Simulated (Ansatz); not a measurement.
# Phonons of Li2Ti in the C11b ordering, part 2 of 3

Question: is the lattice of Li2Ti in the C11b ordering stable, and if so, what are its coupling constant and resistivity?

Ansatz 0.2.0; DFT PBE, scalar-relativistic, plane waves, PAW.

So far: The structure; Relaxing cell and atoms.

The structure was built from a prototype and need not be the compound's stable phase.

## 2. Relaxing cell and atoms (continued)

Electrostatic potential energy in the ac plane of the cell as run, not the conventional one, at fractional y = 0.335, with atoms of Li within 0.2 Å of it. With pseudopotentials it is smooth inside the atoms' cores, unlike the true potential.

Values in eV, 24 rows by 14 columns, each cell a mean:
```
-12 -11  -8  -4   1   4   5   6   6   5   2  -1  -6 -10
 -6  -6  -4  -1   2   4   6   7   7   6   4   2  -1  -4
  1   1   1   3   4   5   7   7   7   7   6   5   3   2
  5   5   5   5   6   7   7   7   8   7   7   7   6   5
  7   7   7   7   7   7   7   7   7   7   7   7   7   7
  7   7   7   7   7   6   6   5   5   5   5   6   6   7
  7   7   7   7   7   6   5   4   3   3   3   4   5   6
  6   7   7   7   7   6   5   4   3   2   2   3   4   5
  7   7   7   8   7   7   6   5   4   4   4   4   5   6
  7   7   8   8   8   7   7   6   6   5   5   5   6   6
  7   8   8   8   8   8   8   7   7   7   7   7   7   7
  7   7   7   7   7   7   7   7   7   7   8   8   7   7
  6   6   5   5   5   5   6   6   7   7   7   7   7   7
  5   3   1  -2  -3  -2   0   3   5   6   6   7   7   6
  3  -1 -10 -16 -17 -17 -14  -7   1   4   5   6   6   5
  3  -4 -15 -19 -19 -19 -19 -17  -6   2   4   5   5   4
  4   0  -9 -17 -19 -19 -19 -17  -7   2   4   5   6   5
  6   4   1  -4  -9 -11 -11  -6   0   4   5   6   7   6
  7   7   6   5   4   3   3   4   5   6   7   7   7   7
  7   7   7   7   7   7   7   7   7   7   7   7   7   7
  6   6   7   7   8   8   8   8   8   7   7   6   6   6
  2   3   4   5   7   7   8   8   7   6   5   4   3   2
 -4  -3  -1   2   4   6   7   7   6   5   3   0  -2  -4
-11  -9  -6  -2   2   4   6   6   6   4   2  -2  -6 -10
```
Columns run along a (2.6 Å; values clipped at the 3rd and 97th percentile), rows up along c (7.8 Å). Atoms in or near the plane, at fractional coordinates: Li at (0.33, 0.33).

ELF in the ac plane of the cell as run, not the conventional one, at fractional y = 0.335, with atoms of Li within 0.2 Å of it. It is the smooth field of the valence electrons, not physical close to the nuclei.

Ten even steps from '0' (0.07 × 1e-1) to '9' (9.91 × 1e-1), each cell a mean:
```
33211134321112
22111234432111
11111245543211
22223455555432
43344444444444
55554432112234
45554310000013
35554310000002
45555421000012
55666543322234
66666665555555
65555556666666
43211123456665
10000000134543
00267751002331
00499996000221
00169995000232
21002321002454
54311001134555
55555555555555
33455666654333
12234555532211
21112344421112
32211234321122
```
Columns run along a (2.6 Å), rows up along c (7.8 Å). Atoms in or near the plane, at fractional coordinates: Li at (0.33, 0.33).

The largest force is now 3.1e-4 eV/Å and the largest stress component 0.029 GPa.

## 3. Relaxation

The cell moved far, so the relaxation is started again from the new cell to confirm it.

The input, input.yaml:

```yaml
crystal:
  lattice:
    - [2.6428995846, 0.0, 0.0]
    - [0.0, 2.6428995846, 0.0]
    - [1.3214497923, 1.3214497923, 7.5266464294]
  atoms:
    - { symbol: Ti, position: [0.0, 0.0, 0.0] }
    - { symbol: Li, position: [0.6651179488, 0.6651179488, 0.6697641023] }
    - { symbol: Li, position: [0.3348820512, 0.3348820512, 0.3302358977] }
kpoints:
  mp_grid: { grid: [12, 12, 12] }
hamiltonian:
  xc: pbe
scf:
  occupations: { method: gaussian, width: 0.1 }
output:
  forces: true
  stress: true
  eigenvalues: true
relax:
  adjacent_minimum: "off"
  f_tol: 0.005
  max_steps: 80
  cell: { stress_tol: 0.05 }
```

Launch:

```sh
ansatz run input.yaml --threads 4 --pin off --max-ram 8192MiB --backend cpu --events-out ev --progress --plain --runs-dir out
```

Numbers of over 12 decimals in the logs are rounded to 6 here.

The log of the run:

```text
[the first part of the log is left out]
  E_vxc        = -147.655824  (∫ρ·V_xc dr)
  E_paw        = -1090.525522  (= ΣΔE_a)
  E_vpaw       = -197.560263  (= ΣTr[D̂ρ^β])
  E_aug_tail   = 0.000149  (compensation charges beyond the density's cutoff)
  E_ewald      = -834.815099
  E_smearing   = -0.015843  (= −TS)
  E_closure    = -0.000000  (closes the sum)
  Σ components = -2908.237395   (vs F -2908.237395, Δ=0.00e0)
--- Forces (eV/Å), atoms counted from 1 ---
  atom   1  Ti     0.00000000     0.00000000     0.00000000
[...]
0.000000       0.000636       0.000000
        0.000000       0.000000      -0.022802
  P = ⅓ Tr σ = -0.0072 GPa (-0.072 kbar)
--- Band table (eV; the first three rows and the last of 163) ---
[...]
--- Relaxed structure (4 steps of the walk, 3 accepted, 1 SCFs on fresh bases) ---
[...]
cell:  # Å, volume = 52.6958 Å³
    - [2.634482, 0, 0.0]
    - [0, 2.634482, 0.0]
    - [1.317241, 1.317241, 7.592507]
  atoms:
    - { symbol: Ti, position: [0, 0, 0.0] }
    - { symbol: Li, position: [0.665204, 0.665204, 0.669592] }
    - { symbol: Li, position: [0.334796, 0.334796, 0.330408] }
```

The job ended after 8.3 s (4 threads of Intel Xeon Platinum 8488C (Sapphire Rapids), shared host; peak memory 0.5 GiB; 30 s of CPU time).

Relaxation path:

```
step  energy less that of the first step (eV)  largest force component (eV/Å)  pressure (GPa)  volume (Å³)
   1                                   0.0000                          0.0149            0.03        52.57
   2                                   0.0004                          0.0580           -0.21        52.78
   3                                  -0.0006                          0.0021           -0.01        52.63
   4                                  -0.0008                          0.0011           -0.01        52.70
   5                                  -0.0008                          0.0011           -0.01        52.70
```

The log counts 1 steps on a newly chosen plane-wave basis, not all of them marked here; energy and pressure can jump at such steps. Relaxation step 2 was tried and not accepted.

```
conventional cell, symmetrised  before   after  change
                         a (Å)   2.643   2.634  -0.3 %
                         b (Å)   2.643   2.634  -0.3 %
                         c (Å)  15.053  15.185  +0.9 %
              volume (Å³/atom)   17.52   17.57  +0.2 %
```

Final coordinates:

```xyz
3
Lattice="2.6345 0.0000 0.0000 0.0000 2.6345 0.0000 1.3172 1.3172 7.5925" Properties=species:S:1:pos:R:3 pbc="T T T"
Ti    0.0000    0.0000    0.0000
Li    2.6345    2.6345    5.0839
Li    1.3172    1.3172    2.5086
```

Numbers from this step:

| Quantity | Value |
| --- | --- |
| pressure | -0.007177 GPa |
| volume per atom | 17.57 Å³ |

The largest force is now 0.0011 eV/Å and the largest stress component 0.023 GPa.

## 4. Tight relaxation

Residual forces and stress shift phonon frequencies, so the cell is relaxed again, with tight thresholds and the mesh and smearing of this input.

The input, input.yaml:

```yaml
crystal:
  lattice:
    - [2.6344819718, 0.0, 0.0]
    - [0.0, 2.6344819718, 0.0]
    - [1.3172409859, 1.3172409859, 7.5925072261]
  atoms:
    - { symbol: Ti, position: [0.0, 0.0, 0.0] }
    - { symbol: Li, position: [0.665204042, 0.665204042, 0.669591916] }
    - { symbol: Li, position: [0.334795958, 0.334795958, 0.330408084] }
kpoints:
  mp_grid: { grid: [12, 12, 12] }
hamiltonian:
  xc: pbe
scf:
  occupations: { method: methfessel_paxton, width: 0.2 }
output:
  forces: true
  stress: true
  eigenvalues: true
relax:
  adjacent_minimum: "off"
  f_tol: 0.001
  max_steps: 60
  cell: { stress_tol: 0.01 }
```

The log of the run:

```text
[the first part of the log is left out]
  E_vxc        = -147.670234  (∫ρ·V_xc dr)
  E_paw        = -1090.526384  (= ΣΔE_a)
  E_vpaw       = -197.562349  (= ΣTr[D̂ρ^β])
  E_aug_tail   = 0.000152  (compensation charges beyond the density's cutoff)
  E_ewald      = -835.345757
  E_smearing   = 0.000314  (= −TS)
  E_closure    = 0.000000  (closes the sum)
  Σ components = -2908.229949   (vs F -2908.229949, Δ=0.00e0)
--- Forces (eV/Å), atoms counted from 1 ---
  atom   1  Ti    -0.00000000    -0.00000000     0.00000000
[...]
0.000000      -0.002133       0.000000
        0.000000       0.000000       0.004470
  P = ⅓ Tr σ = 0.0001 GPa (0.001 kbar)
--- Band table (eV; the first three rows and the last of 163) ---
[...]
--- Relaxed structure (4 steps of the walk, 3 accepted, 1 SCFs on fresh bases) ---
[...]
cell:  # Å, volume = 52.6350 Å³
    - [2.633502, 0, 0.0]
    - [0, 2.633502, 0.0]
    - [1.316751, 1.316751, 7.589395]
  atoms:
    - { symbol: Ti, position: [0, 0, 0] }
    - { symbol: Li, position: [0.665256, 0.665256, 0.669489] }
    - { symbol: Li, position: [0.334744, 0.334744, 0.330511] }
```

Wall time 8.6 s (4 threads); peak memory 0.51 GiB.

Little changed from the start: no atom moved by 0.005 Å and no cell edge by 0.1 %.

Numbers from this step:

```yaml
pressure: 6.77e-5 GPa
volume_per_atom: 17.54 Å³
```

The largest force is now 3.7e-4 eV/Å and the largest stress component 0.0045 GPa, small enough for phonons.

## 5. Lattice stability: q 2×2×2, k 6×6×6

Couplings are defined for a stable lattice alone, so phonons come first.

The input, input.yaml:

```yaml
crystal:
  lattice:
    - [2.6335020356, 0.0, 0.0]
    - [0.0, 2.6335020356, 0.0]
    - [1.3167510178, 1.3167510178, 7.5893953642]
  atoms:
    - { symbol: Ti, position: [0.0, 0.0, 0.0] }
    - { symbol: Li, position: [0.6652556989, 0.6652556989, 0.6694886022] }
    - { symbol: Li, position: [0.3347443011, 0.3347443011, 0.3305113978] }
kpoints:
  mp_grid: { grid: [6, 6, 6] }
hamiltonian:
  xc: pbe
scf:
  occupations: { method: methfessel_paxton, width: 0.2 }
output:
  eigenvalues: true
phonons:
  method: dfpt
  qmesh: [2, 2, 2]
  temperatures: { t_max: 1000, t_step: 50 }
  qpath:
    path:
      - [[0.0, 0.0, 0.0], [0.5, 0.5, 0.5], [0.5, 0.5, 0.75], [0.5, 0.0, 0.5], [0.0, 0.0, 0.0], [0.0, 0.0, 0.5], [0.48494908, 0.0, 0.74247454]]
      - [[0.51505092, 0.0, 0.25752546], [0.0, 0.0, 0.0]]
      - [[0.5, 0.5, 0.5], [0.51505092, 0.48494908, 0.5]]
      - [[0.48494908, 0.48494908, 0.98494908], [0.0, 0.0, 0.5]]
    npoints: 10
```

The log of the run:

```text
Warning: phonons: the dynamical matrix that this run interpolates holds no multipole term above the dipole-dipole one, and a site of this crystal is no centre of inversion, so its interpolated transverse optical and acoustic branches and sound speeds can stay off near Gamma, and the density of states and the thermodynamics with them. What a run solves at a wave vector of phonons.qpoints, Gamma apart, where the deck admits one, is free of this, and under fd what a larger phonons.supercell samples
Warning: crystal.symmetry: narrowed to the stabiliser of the run's FFT grids — unitary ops 16 → 4. A phonons.method: dfpt run fills in the rows of the dynamical matrix that it does not solve by its symmetry operations, which is exact only for operations that map its FFT grids onto themselves: filled in by any other, the frequencies could depend on the order in which like atoms are typed, or, by more than the grids' own error, on where the crystal sits among the grids' points. Excluded: 12 operations. The run can therefore solve more perturbations, solve them on more k-points, or both, and cost more. [rest of the remark cut]
[...]
Crystal: 3 atoms, lattice volume = 52.635 Å³
Basis set: ecut = 420 eV, 1021 PW (Γ), exchange–correlation on 36×36×108 points (8 copies of the dense FFT grid, shifted against one another)
Bands: 13, of which v1, the nominal top of the filled ones, is band 9 counted from 1 (8 counted from 0)
Symmetry: 16 space group operations
k-points: 68 of 216 (irreducible under 4 space group operations)
[...]
SCF iter   1: F=—  HF=-2908.209893 eV  |F-HF|=—  |Δ(HF+E_count)|=         —  Δρ=2.85e-3  dr2=1.32e-2  ethr=1.77e-3  ⟨swp⟩=3.9  Hψ=3906  notcnv=0
[...]
SCF iter   9: F=-2908.208528 eV  HF=-2908.208528 eV  |F-HF|=4.55e-13  |Δ(HF+E_count)|=  4.77e-11  S|Δr|=    0.00e0  Δρ=5.36e-8  dr2=9.59e-13  ethr=1.00e-12  ⟨swp⟩=4.8  Hψ=3194  notcnv=0
SCF 1 converged in 9 iterations: F = -2908.208528 eV  dr2 = 9.59e-13
[...]
Symmetry: 4 space group operations
k-points: 68 of 216
[...]
SCF iter   5: F=-2908.208528 eV  HF=-2908.208528 eV  |F-HF|=7.28e-12  |Δ(HF+E_count)|=  1.36e-12  S|Δr|=    0.00e0  Δρ=5.33e-8  dr2=6.92e-12  ethr=1.00e-12  ⟨swp⟩=1.0  Hψ=2040  notcnv=0
SCF 2 converged in 5 iterations: F = -2908.208528 eV  dr2 = 6.92e-12
phonons: the bands overlap, so this run is a metal and interpolates without the dipole-dipole term. If the crystal is really an insulator or semiconductor, its LO-TO splitting is missing
NSCF: frozen V_eff on 30 k-points
[...]
DFPT response loops at q = (0, 0, 0) (fractional): preconditioner auto → Kerker (q_TF=auto, 2.282 Å⁻¹) (partly filled bands, converged f_vac=0.000); β = 1.00, the filter's whole step (`scf.mixing.beta` (0.50) is not read by the response loops under this deck's `scf.mixing.preconditioner`; to damp them name `kerker` or `kerker_dos`, under which they read `scf.mixing.beta`, and type it under 1.00, their step now; both keys bind the ground state too); Broyden in place of MSR1
[...]
SCF converged after 9 iterations
Stability not checked: this state was not tested for a lower state beside it, because cold or Methfessel-Paxton smearing, or corrected tetrahedra, fill the levels in a way that the test cannot read (fill_not_monotonic; see scf.lower_state_search)
Free energy (F): -2908.208528 eV
[...]
Internal energy: -2908.210405 eV  (E = F + TS)
E sigma→0 (E₀):  -2908.208998 eV
Entropy (-TS):   0.001877 eV (0.626 meV/atom)
Fermi energy:    5.183209 eV
Step filling:    the computed levels leave a gap of 0.0000 eV = 0.0 smearing widths at the electron count; against every level under it full and every level over it empty, smearing changes F+E_penalty+E_count by -3.220 meV and its σ→0 estimate by -3.689 meV
[...]
--- Band table (eV; the first three rows and the last of 68) ---
  k-point 0: bands = [... 5 lower, -27.1901, 0.5533, 2.6742, 3.4077, 4.2646, 4.9504, 8.0626, 8.0626]
  k-point 1: bands = [... 5 lower, -27.1901, 0.5789, 2.4545, 3.6701, 4.2646, 4.9359, 8.0627, 8.0627]
  k-point 2: bands = [... 5 lower, -27.1901, 0.6361, 2.1647, 4.0631, 4.2646, 4.8905, 8.0628, 8.0628]
  k-point 67: bands = [... 5 lower, -27.5642, 3.1502, 5.3596, 5.3897, 7.3393, 8.9097, 9.7548, 10.0437]
--- Phonons (Γ-DFPT): 4 representative perturbations + reference (Σ response iterations 12) ---
  ASR residual: 5.985e-5 → 0.000e0 eV/Å²; symmetrization residual: 1.130e-6 eV/Å²
  The last average, over the group as it would stand without the narrowing to the FFT grids, took up to 9.184e-7 eV/Å² of the zone centre's force constants
  ASR residual per site (eV/Å²): 5.99e-5 1.22e-5 1.22e-5
  Γ frequencies (cm⁻¹): 0.00 0.00 0.00 139.64 139.64 154.92 154.92 256.71 332.03
--- Phonons (arbitrary-q DFPT): 6 irreducible q on the 2×2×2 mesh ---
  q = [0.0000, 0.0000, 0.0000] (star 1, of the zone-centre solve; hermiticity 8.67e-7, symmetrization 1.10e-11, taken by the last average 3.52e-7): 0.00 0.00 0.00 139.64 139.64 154.92 154.92 256.71 332.03
  q = [0.0000, 0.0000, -0.5000] (star 1, 4 solved perturbations in 360 linear systems a pass and spin channel, the states on 112 of 216 k-point pairs; hermiticity 7.26e-7, symmetrization 5.33e-12, taken by the last average 1.65e-6): 33.63 33.63 70.94 129.77 129.77 160.42 160.42 252.45 329.15
  q = [0.0000, -0.5000, 0.0000] (star 2, 6 solved perturbations on 112 of 216 k-point pairs; hermiticity 7.92e-8, symmetrization 4.20e-15, taken by the last average 6.97e-8): -115.03 20.95 45.56 55.80 246.41 251.36 276.49 404.98 410.88
[...]
sum rule: each row above includes the acoustic sum rule's correction from the zone centre's row sums; it moved no ω² by more than (0.72 cm⁻¹)²
  mesh force constants: q→R imaginary residual 5.47e-18; ASR residual 5.985e-5 → 0.000e0 eV/Å²; symmetrization residual 4.441e-15 eV/Å²
  interpolated dispersion: 94 rows × 9 modes
  density of states and harmonic sums: on the 24×24×8 q-mesh, interpolated from the force constants of a 2×2×2 supercell (no non-analytic term)
  largest difference from the sums on the solved wave vectors: F 7.73e-2 eV, S 1.04e-4 and C_V 5.57e-5 eV/K
  zero-point energy: 0.122338 eV/cell   skipped modes (ω ≤ 0): 594, of them read as no rigid motion or as one in doubt: 591 (7.387e-1 modes/cell left out, lowest -115.03 cm⁻¹)   left out of the sums: 8.22e-2 of the cell's modes: C_V's classical limit lies that fraction below 3 k_B per atom; for a crystal, a wire or a layer, F and S can be off by more, and a phonons.interpolated_qmesh denser along its periods is the remedy for the sampling
```

Run time: 43 s. Hardware: 4 threads; peak memory 0.63 GiB; 2.6 min of CPU time.

In the SCF lines HF is the Harris–Foulkes energy and dr2 the Hartree energy of the density residual, in eV; the loop may stop once dr2 is under the threshold and the program's other checks hold. Hψ counts applications of the Hamiltonian.

This step gave:

* share of imaginary modes in the plain interpolation between solved wavevectors: 0.0846
* highest frequency, solved or plainly interpolated: 426.7 cm⁻¹

Solved on the 2×2×2 mesh alone; all other wavevectors are interpolated. Phonon branches along the path, in cm⁻¹:

```
     point  branch 1  branch 2  branch 3  branch 4  branch 5  branch 6  branch 7  branch 8  branch 9
         Γ         0         0         0       140       140       155       155       257       332
   halfway        34       184       185       219       273       287       303       310       311
         X      -105       200       214       279       280       402       406       425       427
   halfway      -105       200       214       279       280       402       405       425       426
         P      -105       200       214       280       280       404       404       426       426
   halfway       -59       180       227       234       275       292       295       410       414
         N      -115        21        46        56       246       251       276       405       411
   halfway       -83        65        97       118       188       235       288       315       318
         Γ         0         0         0       140       140       155       155       257       332
   halfway        23        23        50       134       134       158       158       254       331
         M        34        34        71       130       130       160       160       252       329
   halfway       -76        29        95       121       183       246       294       304       313
         S      -115        26        44        52       244       258       274       405       410
jump to S0      -115        26        44        52       244       258       274       405       410
   halfway       -85        71        95       115       193       233       289       320       321
         Γ         0         0         0       140       140       155       155       257       332
 jump to X      -105       200       214       279       280       402       406       425       427
   halfway      -104       200       214       279       280       402       406       425       426
         R      -104       200       214       279       280       401       405       425       426
 jump to G      -104       200       214       279       280       401       405       425       426
   halfway       -50       177       180       234       278       284       291       302       306
         M        34        34        71       130       130       160       160       252       329
```

The phonon branches as a text plot (rows in cm⁻¹; labels by their first letter):

```
    415 |        *************                **      **
    393 |        ******      **              * *      ***
    370 |       **     *                    *   *       **
    348 |      **              *                 *       **
    325 |****  *                ********** *      ****    *   ***
    303 |    **         *      *          **               ***
    280 |    **   ************* **          ********  **   *
    257 |***** ***    *  * ****  ********* *****   ***  * * *****
    235 |   *   **     ***** *****        *  ** ****     *****
    212 |   ************       *         * **    *    *****  *
    190 |  *  *    **   * *     * *     * *       * * *    *  *
    167 | **                     *** ****          * *     *  ***
    145 |**  *           * *      **** ***          **      *  *
    122 |   *              *    ***   *****       ***        *  *
     99 |                      **       * **     ** *
     77 |  *              *   **  *   **   **   ***           * *
     54 |   **             **** ** *   ***   ****  * *         *
     32 | **  *           * **    *  ***  ** **     *         * *
      9 |*                         ***      *  *     *       *
    -13 |                          *    *            *
    -36 |      *         *        *      *          *       *
    -59 |       *       *  *     *                        **
    -81 |        *     *        *         **      **    **
   -104 |         *****     ****            ******    **
         Γ         X P      N       Γ  M     S|S     R|G        M
```

Lowest modes at the softest wavevector of the mesh. The modes at q = (0.500, 0.000, 0.500) (shares of kinetic energy by element, %) (negative means imaginary):

```
mode  frequency (cm⁻¹)  Ti %  Li %
   1            -115.0   100     0
   2              21.0     0   100
   3              45.6     0   100
   4              55.8    97     3
   5             246.4    46    54
   6             251.4     0   100
```

Displacements in mode 1 (-115.0 cm⁻¹), the largest set to 1, in the home cell:
```
Ti1  0.00  1.00  0.00
Li2  0.00 -0.04  0.00
Li3  0.00 -0.04  0.00
```

Displacements in mode 6 (251.4 cm⁻¹), the largest set to 1, in the home cell:
```
Ti1  0.00  0.00  0.00
Li2  0.12  0.00 -1.00
Li3 -0.12  0.00  1.00
```

Among the solved wavevectors the lowest mode, translations apart, is -115 cm⁻¹, imaginary.

(Part 2 of 3 ends here.)

[Logs are printed without paths, hosts, clocks, repeated set-up lines and the standing remarks that a program may print on its own settings, such as how far it seeks lower states.]

[Hosts, paths, dates, database ids (printed as entryN), source tags and the programs' standing remarks are cut or masked in the printed files.]
